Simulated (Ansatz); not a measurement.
C4S5O (Pc), computed twice by G0W0.

```yaml
crystal:
  lattice:
    - [3.96380, 0.00000, 0.00000]
    - [0.00000, 11.02110, 0.00000]
    - [-2.25035, 0.00000, 8.54082]
  atoms:
    - { symbol: C, position: [0.99544, 0.17967, 0.36392] }
    - { symbol: C, position: [0.99544, 0.82033, 0.86392] }
    - { symbol: C, position: [0.43032, 0.20171, 0.63730] }
    - { symbol: C, position: [0.43032, 0.79829, 0.13730] }
    - { symbol: C, position: [0.79344, 0.34100, 0.85797] }
    - { symbol: C, position: [0.79344, 0.65900, 0.35797] }
    - { symbol: C, position: [0.36767, 0.31733, 0.58120] }
    - { symbol: C, position: [0.36767, 0.68267, 0.08120] }
    - { symbol: S, position: [0.71757, 0.12902, 0.20412] }
    - { symbol: S, position: [0.71757, 0.87098, 0.70412] }
    - { symbol: S, position: [0.21628, 0.08634, 0.51676] }
    - { symbol: S, position: [0.21628, 0.91366, 0.01676] }
    - { symbol: S, position: [0.70196, 0.18190, 0.82342] }
    - { symbol: S, position: [0.70196, 0.81810, 0.32342] }
    - { symbol: S, position: [0.09457, 0.33326, 0.39474] }
    - { symbol: S, position: [0.09457, 0.66674, 0.89474] }
    - { symbol: S, position: [0.56785, 0.43595, 0.69845] }
    - { symbol: S, position: [0.56785, 0.56405, 0.19845] }
    - { symbol: O, position: [0.98973, 0.38026, 0.97595] }
    - { symbol: O, position: [0.98973, 0.61974, 0.47595] }
```

Geometry: measured cell, ions relaxed with PBE. The runs that relaxed it are not among those shown.

The first (Ansatz 0.2.0; start PBE, 4×2×2 mesh, 977 empty bands, screening to 110 eV, PAW set soft_1 files; 1 × NVIDIA H100 80GB HBM3 (shared by 6 runs) with 2 threads of AMD EPYC 7R13 (Zen 3), shared host) gave, on its mesh: starting gap 1.58 eV, G0W0 gap 2.99 eV, RPA ε∞ (mean) 3.92, 2 min.

**Question.** The second changes start from PBE to PBEsol. What does it give?

It gave: starting gap 1.54 eV, G0W0 gap 2.94 eV, RPA ε∞ (mean) 4.02, 87 s. The G0W0 gap moves by −0.06 eV, −0.05 eV from the start and −0.01 eV from the correction. Σc changes by −0.01 eV at the valence top and −0.01 eV at the conduction bottom, and Σx − Vxc between them by −0.01 eV.

Limits: not at the basis limit; coarse k mesh.

[Paths, hosts, dates, memory and timing lines, banners, echoed tables and standing remarks are left out of the program output.]

[Logs are printed without paths, hosts, clocks, repeated set-up lines and the standing remarks that a program may print on its own settings, such as how far it seeks lower states.]

[Runs of the session that timed out or met a known fault of the program may be left out.]

[Cells called generated may have been cut or substituted from an entry of the Crystallography Open Database or the Materials Project.]

[Hosts, paths, dates, database ids (printed as entryN), source tags and the programs' standing remarks are cut or masked in the printed files.]
